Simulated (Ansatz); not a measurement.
## ScCo3C (Pm-3m): Grüneisen parameters

Does ScCo3C (Pm-3m) expand much on heating, by its phonons?

Main program and level: Ansatz 0.2.0; DFT PBEsol, scalar-relativistic, plane waves, PAW; PAW set soft_1.

### 1. Starting point

It takes space group Pm-3m (No. 221, cubic). The conventional cell has a = 3.760 Å, b = 3.760 Å, c = 3.760 Å, α = 90.00°, β = 90.00°, γ = 90.00°. Nearest to Sc lie 12 Co at 2.66 Å. Nearest to Co lie 2 C at 1.88 Å and 4 Sc at 2.66 Å and 8 Co at 2.66 Å. Nearest to C lie 6 Co at 1.88 Å. Farther neighbours are not listed.

As a file:

```cif
data_structure
_symmetry_space_group_name_H-M 'P 1'
_symmetry_Int_Tables_number 1
_cell_length_a 3.7596
_cell_length_b 3.7596
_cell_length_c 3.7596
_cell_angle_alpha 90.000
_cell_angle_beta 90.000
_cell_angle_gamma 90.000
_cell_volume 53.14
loop_
_atom_site_label
_atom_site_type_symbol
_atom_site_fract_x
_atom_site_fract_y
_atom_site_fract_z
_atom_site_occupancy
Sc1 Sc 0.00000 0.00000 0.00000 1
Co2 Co 0.00000 0.50000 0.50000 1
Co3 Co 0.50000 0.00000 0.50000 1
Co4 Co 0.50000 0.50000 0.00000 1
C5 C 0.50000 0.50000 0.50000 1
```

### 2. Response at finite wavevector

The cell comes from relaxations at this level that are not shown. Stability and thermal properties need the whole zone. Linear response on a 2×2×2 q mesh gives force constants as far as a supercell of that size would.

input.yaml

```yaml
crystal:
  lattice:
    - [3.7596251135, 0.0, 0.0]
    - [0.0, 3.7596251135, 0.0]
    - [0.0, 0.0, 3.7596251135]
  atoms:
    - { symbol: Sc, position: [0.0, 0.0, 0.0] }
    - { symbol: Co, position: [0.0, 0.5, 0.5] }
    - { symbol: Co, position: [0.5, 0.0, 0.5] }
    - { symbol: Co, position: [0.5, 0.5, 0.0] }
    - { symbol: C, position: [0.5, 0.5, 0.5] }
kpoints:
  mp_grid: { grid: [12, 12, 12] }
hamiltonian:
  xc: pbesol
  pseudopotentials: { kind: paw, azcp: { folder: soft_1 }, xc_functional: pbe }
scf:
  occupations: { method: methfessel_paxton, width: 0.2 }
output:
  eigenvalues: true
phonons:
  method: dfpt
  qmesh: [2, 2, 2]
  temperatures: { t_max: 1000, t_step: 50 }
  qpath:
    path:
      - [[0.0, 0.0, 0.0], [0.0, 0.5, 0.0], [0.5, 0.5, 0.0], [0.0, 0.0, 0.0], [0.5, 0.5, 0.5], [0.0, 0.5, 0.0]]
      - [[0.5, 0.5, 0.5], [0.5, 0.5, 0.0]]
    npoints: 10
```

Run with:

```bash
$ ansatz run input.yaml --threads 4 --pin off --max-ram 10240MiB --backend cpu --events-out ev --progress --plain --runs-dir out
```

Numbers of over 12 decimals in the logs are rounded to 6 here.

The program printed:

```text
Engine: ansatz 0.2.0, aarch64-unknown-linux-gnu
Pseudopotentials: kind: paw
Pseudopotential: Sc, paw, valence charge 11, recommended cutoff 420 eV (normal), soft_1/Sc.paw.azcp
Pseudopotential: Co, paw, valence charge 17, recommended cutoff 420 eV (normal), soft_1/Co.paw.azcp
Pseudopotential: C, paw, valence charge 4, recommended cutoff 420 eV (normal), soft_1/C.paw.azcp
Functional definition: PBEsol
  exchange = pbesol_x
  correlation = pbesol_c
Crystal: 5 atoms, lattice volume = 53.141 Å³
Basis set: ecut = 420 eV, 1021 PW (Γ), exchange–correlation on 54×54×54 points (8 copies of the dense FFT grid, shifted against one another)
Bands: 40, of which v1, the nominal top of the filled ones, is band 33 counted from 1 (32 counted from 0)
Symmetry: 48 space group operations
k-points: 84 of 1728
Non-local potential: Sc, projectors of the file, l = 0: 3, l = 1: 2, l = 2: 3, l = 3: 1
Non-local potential: Co, projectors of the file, l = 0: 3, l = 1: 2, l = 2: 3, l = 3: 1
Non-local potential: C, projectors of the file, l = 0: 2, l = 1: 2, l = 2: 1
PAW form: soft (Blöchl's): semilocal exchange-correlation on the pseudo side does not see the compensation charge
PAW frozen core: Sc, regenerated for the run's functional, and the local potential with it (the file was generated under x = pbe(κ = 0.804, μ = 0.219515), c = pbe(β = 0.066725))
PAW frozen core: Co, regenerated for the run's functional, and the local potential with it (the file was generated under x = pbe(κ = 0.804, μ = 0.219515), c = pbe(β = 0.066725))
PAW frozen core: C, regenerated for the run's functional, and the local potential with it (the file was generated under x = pbe(κ = 0.804, μ = 0.219515), c = pbe(β = 0.066725))
PAW one-centre angular grid: Sc, 590 points (default); XC on 64 Gauss nodes
PAW one-centre angular grid: Co, 590 points (default); XC on 64 Gauss nodes
PAW one-centre angular grid: C, 110 points (default); XC on 64 Gauss nodes
Initial density: superposition of atomic densities (chi_scale 0.1, normalization cell, long waves kept (reshape's long-wave potential 0.00 eV rms))
Initial wavefunctions: pseudopotential atomic-orbital guess
Functional: x = pbesol(κ = 0.804, μ = 0.123457), c = pbesol(β = 0.046)
SCF iter   1: F=—  HF=-17638.978298 eV  |F-HF|=—  |Δ(HF+E_count)|=         —  Δρ=6.56e-2  dr2=1.10e0  ethr=3.10e-3  ⟨swp⟩=4.2  Hψ=9973  notcnv=0
preconditioner: auto → Kerker (q_TF=auto, 2.829 Å⁻¹)  [metal: Δε(μ)=0.049 eV  Ē_g=9.068 eV  σ=0.200 eV  W_gap=0.20  n_scr=18 (ndim 8)  ℏωp=32.2 eV  f_vac=0.000  D(μ)=1.07/eV (n_scr^D=6)]
SCF iter   2: F=—  HF=-17638.813815 eV  |F-HF|=—  |Δ(HF+E_count)|=   1.64e-1  S|Δr|=    0.00e0  Δρ=2.41e-2  dr2=1.00e-1  ethr=1.66e-3  ⟨swp⟩=2.2  Hψ=5460  notcnv=0  defer=75
SCF iter   3: F=—  HF=-17638.856272 eV  |F-HF|=—  |Δ(HF+E_count)|=   4.25e-2  S|Δr|=    0.00e0  Δρ=1.01e-2  dr2=3.86e-2  ethr=1.52e-4  ⟨swp⟩=2.0  Hψ=5252  notcnv=0  defer=75
SCF iter   4: F=—  HF=-17638.857533 eV  |F-HF|=—  |Δ(HF+E_count)|=   1.26e-3  S|Δr|=    0.00e0  Δρ=7.71e-3  dr2=2.14e-2  ethr=5.85e-5  ⟨swp⟩=2.4  Hψ=5131  notcnv=0  defer=75
SCF iter   5: F=—  HF=-17638.854409 eV  |F-HF|=—  |Δ(HF+E_count)|=   3.12e-3  S|Δr|=    0.00e0  Δρ=1.13e-3  dr2=8.81e-4  ethr=3.24e-5  ⟨swp⟩=2.0  Hψ=4043  notcnv=0  defer=75
SCF iter   6: F=—  HF=-17638.854241 eV  |F-HF|=—  |Δ(HF+E_count)|=   1.68e-4  S|Δr|=    0.00e0  Δρ=4.02e-4  dr2=1.25e-4  ethr=1.34e-6  ⟨swp⟩=2.2  Hψ=4164  notcnv=0  defer=75
SCF iter   7: F=—  HF=-17638.854229 eV  |F-HF|=—  |Δ(HF+E_count)|=   1.18e-5  S|Δr|=    0.00e0  Δρ=1.42e-4  dr2=1.01e-5  ethr=1.90e-7  ⟨swp⟩=2.0  Hψ=3949  notcnv=0  defer=75
SCF iter   8: F=—  HF=-17638.854218 eV  |F-HF|=—  |Δ(HF+E_count)|=   1.09e-5  S|Δr|=    0.00e0  Δρ=1.31e-5  dr2=7.90e-8  ethr=1.54e-8  ⟨swp⟩=2.0  Hψ=4148  notcnv=0  defer=75
SCF iter   9: F=—  HF=-17638.854220 eV  |F-HF|=—  |Δ(HF+E_count)|=   2.13e-6  S|Δr|=    0.00e0  Δρ=2.05e-6  dr2=1.28e-9  ethr=1.20e-10  ⟨swp⟩=2.1  Hψ=5686  notcnv=0  defer=75
SCF iter  10: F=—  HF=-17638.854220 eV  |F-HF|=—  |Δ(HF+E_count)|=  1.16e-10  S|Δr|=    0.00e0  Δρ=4.39e-7  dr2=6.49e-11  ethr=1.95e-12  ⟨swp⟩=2.1  Hψ=5202  notcnv=0  defer=75
SCF iter  11: F=-17638.854220 eV  HF=-17638.854220 eV  |F-HF|=0.00e0  |Δ(HF+E_count)|=  3.64e-12  S|Δr|=    0.00e0  Δρ=6.65e-8  dr2=2.21e-12  ethr=1.00e-12  ⟨swp⟩=9.3  Hψ=16677  notcnv=0
SCF 1 converged in 11 iterations: F = -17638.854220 eV  dr2 = 2.21e-12
  greatest PAW one-centre occupation: 1.001 electrons in one spin orbital (limit 2), on the Co atom at site 3 (counted from 0), in its partial waves of l = 1
Initial density: read from a saved state, or passed on in memory by an earlier SCF of this step, an earlier step, the calling program or the single point that the run made first
iter 1 solved again at ethr=1.53e-7 eV; its pass at ethr=3.10e-3 eV (dr2=1.01e-4 eV) is discarded
SCF iter   1: F=—  HF=-17638.854219 eV  |F-HF|=—  |Δ(HF+E_count)|=         —  Δρ=2.16e-6  dr2=1.93e-9  ethr=1.53e-7  ⟨swp⟩=3.0  Hψ=19536  notcnv=0
eigensolver tolerance schedule: the retry pair's looser diagonalisation over-reported the residual by 52230.39 of it (diagonalisation noise at an unbounded share of the residual, at the tolerance the schedule requests for it); recorded, not acted on — ethr = c·dr2/N_el stays at c = 1.0e-1
preconditioner: auto → Kerker (q_TF=auto, 2.829 Å⁻¹)  [metal: Δε(μ)=0.025 eV  Ē_g=9.006 eV  σ=0.200 eV  W_gap=0.11  n_scr=18 (ndim 8)  ℏωp=32.2 eV  f_vac=0.000  D(μ)=1.61/eV (n_scr^D=6)]
SCF iter   2: F=—  HF=-17638.854220 eV  |F-HF|=—  |Δ(HF+E_count)|=   1.30e-6  S|Δr|=    0.00e0  Δρ=1.53e-6  dr2=8.66e-10  ethr=2.93e-12  ⟨swp⟩=3.7  Hψ=9275  notcnv=0
SCF iter   3: F=—  HF=-17638.854220 eV  |F-HF|=—  |Δ(HF+E_count)|=  8.73e-11  S|Δr|=    0.00e0  Δρ=8.32e-7  dr2=2.74e-10  ethr=1.31e-12  ⟨swp⟩=1.2  Hψ=3379  notcnv=0
SCF iter   4: F=—  HF=-17638.854220 eV  |F-HF|=—  |Δ(HF+E_count)|=  2.91e-11  S|Δr|=    0.00e0  Δρ=5.13e-7  dr2=1.11e-10  ethr=1.00e-12  ⟨swp⟩=1.0  Hψ=3360  notcnv=0
SCF iter   5: F=—  HF=-17638.854220 eV  |F-HF|=—  |Δ(HF+E_count)|=  7.28e-12  S|Δr|=    0.00e0  Δρ=3.03e-7  dr2=3.93e-11  ethr=1.00e-12  ⟨swp⟩=1.0  Hψ=3360  notcnv=0
SCF iter   6: F=—  HF=-17638.854220 eV  |F-HF|=—  |Δ(HF+E_count)|=  7.28e-12  S|Δr|=    0.00e0  Δρ=1.86e-7  dr2=1.49e-11  ethr=1.00e-12  ⟨swp⟩=1.0  Hψ=3360  notcnv=0
SCF iter   7: F=-17638.854220 eV  HF=-17638.854220 eV  |F-HF|=0.00e0  |Δ(HF+E_count)|=  3.64e-12  S|Δr|=    0.00e0  Δρ=8.57e-9  dr2=4.44e-14  ethr=1.00e-12  ⟨swp⟩=2.6  Hψ=6671  notcnv=0
SCF 2 converged in 7 iterations: F = -17638.854220 eV  dr2 = 4.44e-14
phonons: the bands overlap, so this run is a metal and interpolates without the dipole-dipole term. If the crystal is really an insulator or semiconductor, its LO-TO splitting is missing
NSCF: frozen V_eff on 84 k-points
NSCF: frozen V_eff on 343 k-points
DFPT response loops at q = (0, 0, 0) (fractional): preconditioner auto → Kerker (q_TF=auto, 2.829 Å⁻¹) (partly filled bands, converged f_vac=0.000); β = 1.00, the filter's whole step (`scf.mixing.beta` (0.50) is not read by the response loops under this deck's `scf.mixing.preconditioner`; to damp them name `kerker` or `kerker_dos`, under which they read `scf.mixing.beta`, and type it under 1.00, their step now; both keys bind the ground state too); Broyden in place of MSR1
NSCF: frozen V_eff on 686 k-points
DFPT response loops at q = (0, 0, -0.5) (fractional): mixed as the last ones told, above
NSCF: frozen V_eff on 686 k-points
DFPT response loops at q = (0, -0.5, -0.5) (fractional): mixed as the last ones told, above
NSCF: frozen V_eff on 686 k-points
DFPT response loops at q = (-0.5, -0.5, -0.5) (fractional): mixed as the last ones told, above
SCF converged after 11 iterations
Stability not checked: this state was not tested for a lower state beside it, because cold or Methfessel-Paxton smearing, or corrected tetrahedra, fill the levels in a way that the test cannot read (fill_not_monotonic; see scf.lower_state_search)
Free energy (F): -17638.854220 eV
Harris-Foulkes:  -17638.854220 eV  (|F-HF|=0.00e0)
Internal energy: -17638.864083 eV  (E = F + TS)
E sigma→0 (E₀):  -17638.856686 eV
Entropy (-TS):   0.009862 eV (1.972 meV/atom)
Fermi energy:    17.369647 eV
--- Per-component energies (eV) ---
  E_band       = -841.787213
  E_kinetic    = 1184.943177
  E_local      = -9586.430623  (includes V_loc(G=0)·N_el)
  E_nonlocal   = 1483.424192
  E_hartree    = 4229.530699
  E_xc         = -411.744876
  E_vxc        = -524.741042  (∫ρ·V_xc dr)
  E_paw        = -5687.924540  (= ΣΔE_a)
  E_vpaw       = -1858.044297  (= ΣTr[D̂ρ^β])
  E_aug_tail   = -0.000076  (compensation charges beyond the density's cutoff)
  E_ewald      = -8851.377421
  E_core_change = 0.715384  (= ΣΔE_core)
  E_smearing   = 0.009862  (= −TS)
  E_closure    = 0.000000  (closes the sum)
  Σ components = -17638.854220   (vs F -17638.854220, Δ=0.00e0)
--- Band table (eV; the first three rows and the last of 84) ---
  k-point 0: bands = [... 29 lower, 16.1233, 16.1233, 17.2128, 17.2128, 17.2128, 17.4842, 19.8672, 19.8672, ... 3 higher]
  k-point 1: bands = [... 29 lower, 16.1249, 16.2457, 17.2129, 17.2515, 17.2515, 17.4526, 19.8445, 19.9188, ... 3 higher]
  k-point 2: bands = [... 29 lower, 16.1279, 16.3936, 17.2131, 17.3579, 17.3624, 17.3624, 19.7807, 20.0618, ... 3 higher]
  k-point 83: bands = [... 29 lower, 17.2460, 17.2460, 17.2460, 17.5123, 17.5123, 17.5123, 18.4937, 18.4937, ... 3 higher]
--- Phonons (Γ-DFPT): 4 representative perturbations + reference (Σ response iterations 13) ---
  ASR residual: 4.377e-5 → 0.000e0 eV/Å²; symmetrization residual: 3.708e-6 eV/Å²
  ASR residual per site (eV/Å²): 1.60e-5 4.38e-5 4.38e-5 4.38e-5 3.11e-5
  Γ frequencies (cm⁻¹): 0.00 0.00 0.00 154.61 154.61 154.61 211.07 211.07 211.07 258.83 258.83 258.83 598.25 598.25 598.25
--- Phonons (arbitrary-q DFPT): 4 irreducible q on the 2×2×2 mesh ---
  q = [0.0000, 0.0000, 0.0000] (star 1, of the zone-centre solve; hermiticity 3.98e-7, symmetrization 7.89e-13): -0.00 -0.00 0.00 154.61 154.61 154.61 211.07 211.07 211.07 258.83 258.83 258.83 598.25 598.25 598.25
  q = [0.0000, 0.0000, -0.5000] (star 3, 9 solved perturbations in 2646 linear systems a pass and spin channel, the states on 343 of 1728 k-point pairs; hermiticity 1.34e-7, symmetrization 1.21e-12): 133.30 133.30 138.97 138.97 186.56 188.38 199.39 199.39 251.01 251.01 253.13 313.49 592.43 592.43 715.43
  q = [0.0000, -0.5000, -0.5000] (star 3, 9 solved perturbations in 2646 linear systems a pass and spin channel, the states on 343 of 1728 k-point pairs; hermiticity 1.40e-7, symmetrization 2.16e-13): 140.38 140.38 155.63 167.99 185.80 185.80 222.85 226.09 251.94 253.91 253.91 360.85 581.92 709.36 709.36
  q = [-0.5000, -0.5000, -0.5000] (star 1, 4 solved perturbations in 931 linear systems a pass and spin channel, the states on 343 of 1728 k-point pairs; hermiticity 6.98e-8, symmetrization 2.92e-12): 136.66 136.66 136.66 169.56 169.56 169.56 259.37 259.37 259.37 259.92 259.92 398.53 726.60 726.60 726.60
  sum rule: each row above includes the acoustic sum rule's correction from the zone centre's row sums; it moved no ω² by more than (0.84 cm⁻¹)²
  mesh force constants: q→R imaginary residual 5.37e-18; ASR residual 4.377e-5 → 0.000e0 eV/Å²; symmetrization residual 1.776e-14 eV/Å²
  interpolated dispersion: 62 rows × 15 modes
  density of states and harmonic sums: on the 16×16×16 q-mesh, interpolated from the force constants of a 2×2×2 supercell (no non-analytic term)
  largest difference from the sums on the solved wave vectors: F 4.86e-2 eV, S 8.09e-5 and C_V 3.22e-5 eV/K
  zero-point energy: 0.274802 eV/cell   skipped modes (ω ≤ 0): 3   left out of the sums: 4.88e-5 of the cell's modes: C_V's classical limit lies that fraction below 3 k_B per atom; for a crystal, a wire or a layer, F and S can be off by more, and a phonons.interpolated_qmesh denser along its periods is the remedy for the sampling
```

Run time: 9.3 min. Hardware: 4 threads of Arm Neoverse V1, shared host; peak memory 2.2 GiB.

Reading the cycles: dr2 is the Hartree energy of the density residual (eV), the measure of convergence; HF is the Harris–Foulkes estimate of the energy, which meets the free energy F at convergence.

This run has no spin polarisation, although Co can carry a moment.

This step gave:

| Quantity | Value |
| --- | --- |
| volume per atom | 10.63 Å³ |
| gap on the k-mesh | 0 eV |
| sum-rule residual before enforcement | 4.38e-5 eV/Å² |
| lowest frequency on the path | 0 cm⁻¹ |
| point group | m-3m |
| highest frequency on the path or at a solved wavevector | 726.6 cm⁻¹ |
| mean frequency | 295.5 cm⁻¹ |
| Debye temperature (second moment) | 649 K |
| logarithmic mean frequency | 250.8 cm⁻¹ |
| highest optical mode at the zone centre (no LO-TO term) | 598.2 cm⁻¹ |
| lowest optical zone-centre mode | 154.6 cm⁻¹ |
| lowest mode on the q mesh (acoustic modes at Γ apart) | 133.3 cm⁻¹ |
| zero-point energy per atom | 54.96 meV |
| heat capacity at 300 K | 20.65 J/(mol atoms K) |
| vibrational entropy at 300 K | 22.82 J/(mol atoms K) |
| edges of the widest gap between branches, on path and mesh | 398.5, 581.9 cm⁻¹ |

Frequencies (cm⁻¹) solved at each irreducible wavevector; negative means imaginary. Frequencies by wavevector, by row:

```
q in reciprocal lattice units  star  mode 1  mode 2  mode 3  mode 4  mode 13  mode 14  mode 15
                        0 0 0     1       0       0       0   154.6    598.2    598.2    598.2
                     0 0 -0.5     3   133.3   133.3     139     139    592.4    592.4    715.4
                  0 -0.5 -0.5     3   140.4   140.4   155.6     168    581.9    709.4    709.4
               -0.5 -0.5 -0.5     1   136.7   136.7   136.7   169.6    726.6    726.6    726.6
```

Symmetry leaves 4 wavevectors to solve. The lowest mode among them, the acoustic zeros apart, lies at q = (0, 0, -0.5) and is real, 133 cm⁻¹.

### 3. Relaxing at another volume, volume ratio 0.97

The volume is scaled by 0.97 and held; symmetry leaves nothing to relax, so this is a single point. The modes can then be followed against volume.

input.yaml, the sections that differ from step 2:

```yaml
crystal:
  lattice:
    - [3.7216465057, 0.0, 0.0]
    - [0.0, 3.7216465057, 0.0]
    - [0.0, 0.0, 3.7216465057]
  atoms:
    - { symbol: Sc, position: [0.0, 0.0, 0.0] }
    - { symbol: Co, position: [0.0, 0.5, 0.5] }
    - { symbol: Co, position: [0.5, 0.0, 0.5] }
    - { symbol: Co, position: [0.5, 0.5, 0.0] }
    - { symbol: C, position: [0.5, 0.5, 0.5] }
output:
  forces: true
  stress: true
  eigenvalues: true
  write_density: true
  write_potential: true
  elf: true
  volumetric_format: npy
# kpoints, hamiltonian, scf: as in step 2
# phonons: removed
```

The program printed:

```text
[...]
Crystal: 5 atoms, lattice volume = 51.547 Å³
Basis set: ecut = 420 eV, 1021 PW (Γ), exchange–correlation on 50×50×50 points (8 copies of the dense FFT grid, shifted against one another)
Bands: 40, of which v1, the nominal top of the filled ones, is band 33 counted from 1 (32 counted from 0)
Symmetry: 48 space group operations
[...]
k-points: 84 of 1728
[...]
k-point 0: bands = [... 29 lower, 16.7186, 16.7186, 17.8573, 17.8573, 17.8573, 18.1310, 20.5894, 20.5894, ... 3 higher]
  k-point 1: bands = [... 29 lower, 16.7203, 16.8473, 17.8574, 17.8977, 17.8977, 18.0977, 20.5650, 20.6415, ... 3 higher]
  k-point 2: bands = [... 29 lower, 16.7236, 17.0027, 17.8576, 17.9981, 18.0133, 18.0133, 20.4965, 20.7870, ... 3 higher]
  k-point 83: bands = [... 29 lower, 17.8860, 17.8860, 17.8860, 18.1804, 18.1804, 18.1804, 19.1911, 19.1911, ... 3 higher]
[key lines of the parts left out:]
SCF converged after 8 iterations
Free energy (F): -17638.817371 eV
Fermi energy:    18.013646 eV
P = ⅓ Tr σ = 7.6119 GPa (76.119 kbar)
```

Elapsed: 3.8 s, on 4 threads; peak memory 0.46 GiB; 14 s of CPU time.

Numbers from this step:

```yaml
pressure: 7.612 GPa
volume_per_atom: 10.31 Å³
```

Electrostatic potential energy in the ac plane at fractional y = 0.500, with atoms of Co and C within 0.2 Å of it. With pseudopotentials it is smooth inside the atoms' cores, unlike the true potential.

Ten even steps from '_' (-38 eV) to '@' (20 eV), each cell a mean:
```
@@@@@@%%++::......--**@@@@@@
@@@@@@@@##==::..::++%%@@@@@@
@@@@@@@@%%##++==++##@@@@@@@@
**##%%@@@@%%####%%@@@@@@%%**
::--++%%%%##++==**%%@@##++--
....--##%%++..__::**%%++::..
::..::**##--______==##==....
::..::**##==____..++##++::..
::::==%%%%##==--++##%%##==::
++**##@@@@%%####%%%%@@%%##++
%%@@@@@@@@%%****##%%@@@@@@%%
@@@@@@@@##==::::--++%%@@@@@@
@@@@@@@@**::......--##@@@@@@
@@@@@@%%++::::::..::**@@@@@@
```
Columns run along a (3.7 Å; values clipped at the 3rd and 97th percentile), rows up along c (3.7 Å). Atoms in or near the plane, at fractional coordinates: Co at (0.00, 0.50), Co at (0.50, 0.00), C at (0.50, 0.50).

ELF in the ac plane at fractional y = 0.500, with atoms of Co and C within 0.2 Å of it. It is the smooth field of the valence electrons, not physical close to the nuclei.

Ten even steps from '0' (0.05) to '9' (0.74), each cell a mean:
```
44322478632244
44422245322344
22332222222332
22234566554222
43226999985223
75327954795236
97437820496258
86337842596247
53226988995224
22135677764222
22233233223322
33421234322343
44322367532244
44322589742244
```
Columns run along a (3.7 Å), rows up along c (3.7 Å). Atoms in or near the plane, at fractional coordinates: Co at (0.00, 0.50), Co at (0.50, 0.00), C at (0.50, 0.50).

Valence density in the ac plane at fractional y = 0.500, with atoms of Co and C within 0.2 Å of it. It is the smooth field of the valence electrons, not physical close to the nuclei.

Ten steps, logarithmic in the rise over the least value, from '0' (0 e/Å³) to '9' (42 e/Å³), each cell a mean:
```
00002589742000
00001356531000
00001123210000
22101122111012
54211222211134
87422233321257
98522333322369
97522233322258
65311223221135
22111122211112
10001122210000
00001355421000
00002578742000
00012699852000
```
Columns run along a (3.7 Å), rows up along c (3.7 Å). Atoms in or near the plane, at fractional coordinates: Co at (0.00, 0.50), Co at (0.50, 0.00), C at (0.50, 0.50).

(Part 1 of 2 ends here.)

[Logs are printed without paths, hosts, clocks, repeated set-up lines and the standing remarks that a program may print on its own settings, such as how far it seeks lower states.]

[Hosts, paths, dates, database ids (printed as entryN), source tags and the programs' standing remarks are cut or masked in the printed files.]
